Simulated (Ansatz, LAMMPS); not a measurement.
# Relaxing amorphous 33HfO2-67Al2O3 (mol %) (104 atoms), part 2 of 4

How does amorphous 33HfO2-67Al2O3 (mol %) (104 atoms) relax, and what do bonds, charges and levels look like afterwards?

Ansatz 0.2.0; Kohn-Sham DFT, PBE, PAW (set soft_2), plane waves.

The cell: 8 Hf, 32 Al and 64 O. The quench rate of 50 K/ps is many orders above laboratory rates. The network of bonds at the start is that of the classical potential that made the cell. Only the Γ point is sampled in the main run, in a cell whose shortest periodic width is 11 Å. No spin–orbit coupling is included.

So far. Step 3 (Single point at the start): Neighbours are counted within 2.43 Å (O-Al), 2.82 Å (O-Hf).

### 4. Cell and atoms relaxed

The cell is relaxed with the atoms, since the starting lattice needn't suit this functional.

File input.yaml:

```yaml
crystal:
  lattice:
    - [10.677, 0.0, 0.0]
    - [0.0, 10.677, 0.0]
    - [0.0, 0.0, 10.677]
  atoms:
    [... the 104 atom lines of step 3 ...]
kpoints:
  mp_grid: { grid: [1, 1, 1] }
hamiltonian:
  xc: pbe
scf:
  occupations: { method: fermi_dirac, width: 0.025 }
output:
  forces: true
relax:
  f_tol: 0.04
  max_steps: 250
  cell: {}
```

Started as:

```sh
> ansatz run input.yaml --threads 4 --pin off --max-ram 8192MiB --backend cpu --events-out ev --progress --plain --runs-dir out
```

Numbers of over 12 decimals in the logs are rounded to 6 here.

What it wrote:

```text
[...]
Crystal: 104 atoms, lattice volume = 1217.160 Å³
Basis set: ecut = 420 eV, 23847 PW (Γ), exchange–correlation on 144×144×144 points (8 copies of the dense FFT grid, shifted against one another)
Bands: 448, of which v1, the nominal top of the filled ones, is band 344 counted from 1 (343 counted from 0)
Symmetry: 1 space group operations
[...]
k-points: 1
[...]
SCF iter   1: F=—  HF=-179431.881560 eV  |F-HF|=—  |Δ(HF+E_count)|=         —  Δρ=2.93e-3  dr2=1.36e-1  ethr=1.77e-3  ⟨swp⟩=6.0  Hψ=1720  notcnv=0  defer=78
[...]
SCF iter  10: F=-179431.878837 eV  HF=-179431.878837 eV  |F-HF|=1.43e-9  |Δ(HF+E_count)|=   7.65e-8  Δρ=1.72e-6  dr2=3.50e-8  ethr=1.45e-11  ⟨swp⟩=4.0  Hψ=1237  notcnv=0
SCF 1 converged in 10 iterations: F = -179431.878837 eV  dr2 = 3.50e-8
[...]
relax step   1: F+E_penalty+E_count = -179431.87883661 eV  Δ(F+E_penalty+E_count) = +0.000e0 eV  max|allowed force component| = 2.217e0 eV/Å  Δτ_max = 0.0000 Å  P = +1.707 GPa  Ω = 1217.160 Å³  (10 SCF iters, dr2 threshold 1.00e-7 eV, accepted)
[... from here on, the SCF cycles and remarks between the steps are left out ...]
relax step   2: F+E_penalty+E_count = -179433.47818796 eV  Δ(F+E_penalty+E_count) = -1.599e0 eV  max|allowed force component| = 1.112e0 eV/Å  Δτ_max = 0.1057 Å  P = +2.009 GPa  Ω = 1208.730 Å³  energy of the carried Pulay correction = +3.381e-2 eV  (7 SCF iters, dr2 threshold 1.04e-5 eV, accepted)
relax step   3: F+E_penalty+E_count = -179434.14444955 eV  Δ(F+E_penalty+E_count) = -6.663e-1 eV  max|allowed force component| = 5.932e-1 eV/Å  Δτ_max = 0.0671 Å  P = +0.025 GPa  Ω = 1217.136 Å³  energy of the carried Pulay correction = +9.759e-5 eV  (7 SCF iters, dr2 threshold 1.04e-5 eV, accepted)
relax step   4: F+E_penalty+E_count = -179434.68049292 eV  Δ(F+E_penalty+E_count) = -5.360e-1 eV  max|allowed force component| = 4.118e-1 eV/Å  Δτ_max = 0.2000 Å  P = +0.007 GPa  Ω = 1211.827 Å³  energy of the carried Pulay correction = +2.136e-2 eV  (7 SCF iters, dr2 threshold 1.04e-5 eV, accepted)
relax step   5: F+E_penalty+E_count = -179434.87041443 eV  Δ(F+E_penalty+E_count) = -1.899e-1 eV  max|allowed force component| = 2.299e-1 eV/Å  Δτ_max = 0.2000 Å  P = -0.038 GPa  Ω = 1211.480 Å³  energy of the carried Pulay correction = +2.275e-2 eV  (7 SCF iters, dr2 threshold 1.04e-5 eV, accepted)
relax step   6: F+E_penalty+E_count = -179434.87990293 eV  Δ(F+E_penalty+E_count) = -9.488e-3 eV  max|allowed force component| = 2.441e-1 eV/Å  Δτ_max = 0.1246 Å  P = -0.113 GPa  Ω = 1212.580 Å³  energy of the carried Pulay correction = +1.834e-2 eV  (8 SCF iters, dr2 threshold 3.30e-6 eV, accepted)
relax step   7: F+E_penalty+E_count = -179434.90729976 eV  Δ(F+E_penalty+E_count) = -2.740e-2 eV  max|allowed force component| = 1.406e-1 eV/Å  Δτ_max = 0.0865 Å  P = +0.097 GPa  Ω = 1210.453 Å³  energy of the carried Pulay correction = +2.688e-2 eV  (7 SCF iters, dr2 threshold 3.72e-6 eV, accepted)
relax step   8: F+E_penalty+E_count = -179434.91923419 eV  Δ(F+E_penalty+E_count) = -1.193e-2 eV  max|allowed force component| = 2.693e-2 eV/Å  Δτ_max = 0.0285 Å  P = -0.012 GPa  Ω = 1210.361 Å³  energy of the carried Pulay correction = +2.725e-2 eV  (7 SCF iters, dr2 threshold 1.24e-6 eV, accepted)
relax step   9: F+E_penalty+E_count = -179434.92372822 eV  Δ(F+E_penalty+E_count) = -4.494e-3 eV  max|allowed force component| = 2.670e-2 eV/Å  Δτ_max = 0.0000 Å  P = -0.010 GPa  Ω = 1210.361 Å³  stress off target by 2.48e-1 GPa  SCF on the basis re-selected at this cell (its energy is not comparable with the rows above)  (7 SCF iters)
relax step  10: F+E_penalty+E_count = -179434.92775472 eV  Δ(F+E_penalty+E_count) = -4.027e-3 eV  max|allowed force component| = 1.339e-2 eV/Å  Δτ_max = 0.0093 Å  P = +0.005 GPa  Ω = 1210.302 Å³  energy of the carried Pulay correction = +2.569e-4 eV  (7 SCF iters, dr2 threshold 1.54e-7 eV, accepted)
relax step  11: F+E_penalty+E_count = -179434.93367487 eV  Δ(F+E_penalty+E_count) = -5.920e-3 eV  max|allowed force component| = 1.320e-2 eV/Å  Δτ_max = 0.0000 Å  P = +0.006 GPa  Ω = 1210.302 Å³  stress off target by 2.99e-2 GPa  SCF on the basis re-selected at this cell (its energy is not comparable with the rows above)  (6 SCF iters)
[...]
SCF converged after 6 iterations
Free energy (F): -179434.933675 eV
[...]
Internal energy: -179434.933675 eV  (E = F + TS)
E sigma→0 (E₀):  -179434.933675 eV
Fermi energy:    8.558509 eV
[...]
--- Forces (eV/Å), atoms counted from 1 ---
  atom   1  Hf    -0.00728974    -0.00176900    -0.00302924
  atom   2  Hf     0.01320112    -0.00768929     0.01168671
  atom   3  Hf     0.00649391    -0.00297954    -0.01298839
  atom   4  Hf    -0.00294445     0.00617915     0.00041445
  atom   5  Hf     0.00217873    -0.00845543     0.00066865
  atom   6  Hf    -0.00084436     0.00928971     0.00943259
  atom   7  Hf     0.01034001     0.00398617    -0.00489368
  atom   8  Hf     0.00206620     0.00490235    -0.00384971
  atom   9  Al    -0.00825537    -0.00316413    -0.00409596
  atom  10  Al    -0.00537661    -0.00120965    -0.00211617
  atom  11  Al     0.00046480    -0.00215735    -0.00121889
  atom  12  Al     0.00039701    -0.00384911     0.00235355
  atom  13  Al    -0.00238580    -0.00010774    -0.00637019
  atom  14  Al    -0.00391686     0.00353985     0.00006512
[...]
atom 103  O     -0.00004744    -0.00532625     0.00518603
  atom 104  O      0.00581186    -0.00494531     0.00051385
  max |Σ_I F_I| component: 5.39e-5 eV/Å
--- Stress (GPa, compression-positive) ---
        0.028790       0.003897       0.004210
        0.003888      -0.008918       0.005271
        0.004197       0.005282      -0.000810
  P = ⅓ Tr σ = 0.0064 GPa (0.064 kbar)
--- Relaxed structure (9 steps of the walk, 9 accepted, 2 SCFs on fresh bases) ---
  F+E_penalty+E_count = -179434.93367487 eV   max|allowed force component| = 1.320e-2 eV/Å   (the final SCF, on the basis selected at the relaxed cell)
  cell:  # Å, volume = 1210.3016 Å³
    - [10.965811, 0.00733421, 0.00912005]
    - [0.00733421, 10.468725, 0.050556]
    - [0.00912005, 0.050556, 10.543132]
  atoms:
    - { symbol: Hf, position: [0.366763, 0.512043, 0.576157] }
    - { symbol: Hf, position: [0.231273, 0.033390, 0.548729] }
    - { symbol: Hf, position: [0.724517, 0.123950, 0.312698] }
    - { symbol: Hf, position: [0.899387, 0.804852, 0.616277] }
[...]
- { symbol: O, position: [0.720371, 0.795357, 0.519040] }
```

It took 3.2 min on 4 threads of Arm Neoverse V1, shared host; peak memory 1.8 GiB; 12 min of CPU time.

Relaxation path:

```csv
step,energy less that of the first step (eV),largest force component (eV/Å),pressure (GPa),volume (Å³)
1,0.0000,2.2168,1.71,1217.16
2,-1.5994,1.1119,2.01,1208.73
3,-2.2656,0.5932,0.02,1217.14
4,-2.8017,0.4118,0.01,1211.83
5,-2.9916,0.2299,-0.04,1211.48
6,-3.0011,0.2441,-0.11,1212.58
7,-3.0285,0.1406,0.10,1210.45
8,-3.0404,0.0269,-0.01,1210.36
9*,-3.0449,0.0267,-0.01,1210.36
10,-3.0489,0.0134,0.01,1210.30
11*,-3.0548,0.0132,0.01,1210.30
```

Relaxation steps marked * repeat the geometry before them on a plane-wave basis chosen anew for their cell, so energy and pressure can jump there.

```csv
cell as run,before,after,change
a (Å),10.677,10.966,+2.7 %
b (Å),10.677,10.469,-1.9 %
c (Å),10.677,10.543,-1.3 %
α (°),90.00,89.45,-0.6 %
β (°),90.00,89.90,-0.1 %
γ (°),90.00,89.92,-0.1 %
volume (Å³/atom),11.70,11.64,-0.6 %
```

The atoms that moved most (Å, as changes of fractional coordinates times the final cell):

```csv
atom,dx,dy,dz,length
O68,0.299,0.313,0.103,0.445
O97,-0.176,-0.288,0.106,0.354
O79,-0.034,-0.049,-0.315,0.320
Al10,0.002,0.030,0.296,0.297
O73,-0.048,-0.254,-0.070,0.268
Hf4,-0.060,-0.236,-0.078,0.256
O70,0.004,-0.179,0.147,0.231
Al36,0.063,0.202,0.088,0.229
```

The relaxation changed the energy by -29.4 meV/atom, and atoms moved by 0.14 Å r.m.s., 0.45 Å at most.

### 5. Distances and neighbours after relaxation

Bonds before and after, by the cutoffs listed below:

```csv
pair,bonds before,bonds after,mean before (Å),mean after (Å),spread before (Å),spread after (Å)
O-Al,136,138,1.810,1.823,0.101,0.069
O-Hf,52,52,2.173,2.155,0.119,0.107
```

Density 4.55 g/cm³, 11.64 Å³ an atom.

g(r), total and by pair (bins of 0.2 Å):

```csv
r (Å),total,O-O,O-Al,O-Hf,Al-Al,Al-Hf,Hf-Hf
1.70,1.69,0.00,4.46,0.00,0.00,0.00,0.00
1.90,2.03,0.00,5.17,0.73,0.00,0.00,0.00
2.10,0.74,0.00,0.17,7.18,0.00,0.00,0.00
2.30,0.24,0.00,0.00,2.54,0.00,0.00,0.00
2.50,0.42,1.08,0.00,0.16,0.00,0.00,0.00
2.70,0.95,2.11,0.03,0.00,1.42,0.00,0.00
2.90,1.40,3.00,0.33,0.00,1.00,0.85,0.00
3.10,1.32,1.72,0.69,0.29,2.75,2.17,3.14
3.30,1.01,1.07,0.78,0.09,2.08,2.06,1.36
3.50,0.99,0.77,1.17,0.38,1.17,2.17,1.28
3.70,0.90,0.55,1.21,0.62,0.76,1.96,2.14
3.90,0.89,0.56,1.20,1.48,0.44,0.75,2.00
4.10,1.18,0.63,1.73,1.89,0.90,0.23,0.91
4.30,1.01,0.61,1.54,1.07,0.86,0.40,0.00
4.50,1.06,0.76,1.23,1.53,1.25,0.82,0.77
4.70,1.02,0.96,0.93,1.93,0.94,0.68,0.69
4.90,0.93,1.08,0.72,0.98,1.14,0.94,0.61
5.10,1.03,1.36,0.78,0.73,1.08,1.01,0.00
```

Bonds by pair of elements; cutoffs follow the first minimum of g(r), held within bounds set by covalent radii, and pairs that aren't listed don't count as bonded:

```csv
pair A-B,cutoff (Å),bonds,mean length (Å),spread (Å),shortest (Å),B about A,A about B
O-Al,2.38,138,1.82,0.069,1.70,2.16,4.31
O-Hf,2.82,52,2.15,0.107,1.93,0.812,6.5
```

How many atoms have how many bonded neighbours:

```csv
element,mean,2,3,4,5,6,7,8
Al,4.31,0,0,22,10,0,0,0
Hf,6.5,0,0,0,0,5,2,1
O,2.97,5,56,3,0,0,0,0
```

Bond angles (no mean is given where the spread exceeds 20°):

```csv
angle,count,mean (°),spread (°)
O-Al-O,232,108,20
O-Hf-O,145,-,-
Al-O-Al,99,118,17.6
Al-O-Hf,76,117,18.5
Hf-O-Hf,16,110,19.3
```

Oxygen atoms by the number of network formers (Si, P, Ge, B, Al, As, Ga) bound to them:

```csv
network formers bound to O,O atoms,per cent
0,1,1.6
1,12,18.8
2,27,42.2
3,24,37.5
```

Network units: each former by its oxygen neighbours and how many of them bridge to another former:

```csv
former,O neighbours,bridging O,atoms
Al,4,2,1
Al,4,3,6
Al,4,4,15
Al,5,3,1
Al,5,4,2
Al,5,5,7
```

Bond length by coordination (bonds to H left out):

```csv
element,coordination,atoms,mean bond length (Å)
Al,4,22,1.79
Al,5,10,1.88
Hf,6,5,2.11
Hf,7,2,2.20
Hf,8,1,2.24
O,2,5,1.75
O,3,56,1.91
O,4,3,2.06
```

For some of the pairs, g(r) has its first main peak near 2.9 Å (O-O), 1.8 Å (O-Al) and 2.1 Å (O-Hf). Counting bonds as in the table, 69 % of Al atoms have 4, 62 % of Hf atoms have 6 and 88 % of O atoms have 3 bonded neighbours. Counting bonds to Al alone, not to Hf, 42 % of the oxygens join two of these atoms and 19 % one; 38 % join three; 2 % join none. The commonest Al unit has 4 oxygens, 4 of them shared with other formers (15 of 32 atoms).

(Continued in part 3 of 4.)

[Logs are printed without paths, hosts, clocks, repeated set-up lines and the standing remarks that a program may print on its own settings, such as how far it seeks lower states.]

[Hosts, paths, dates, database ids (printed as entryN), source tags and the programs' standing remarks are cut or masked in the printed files.]
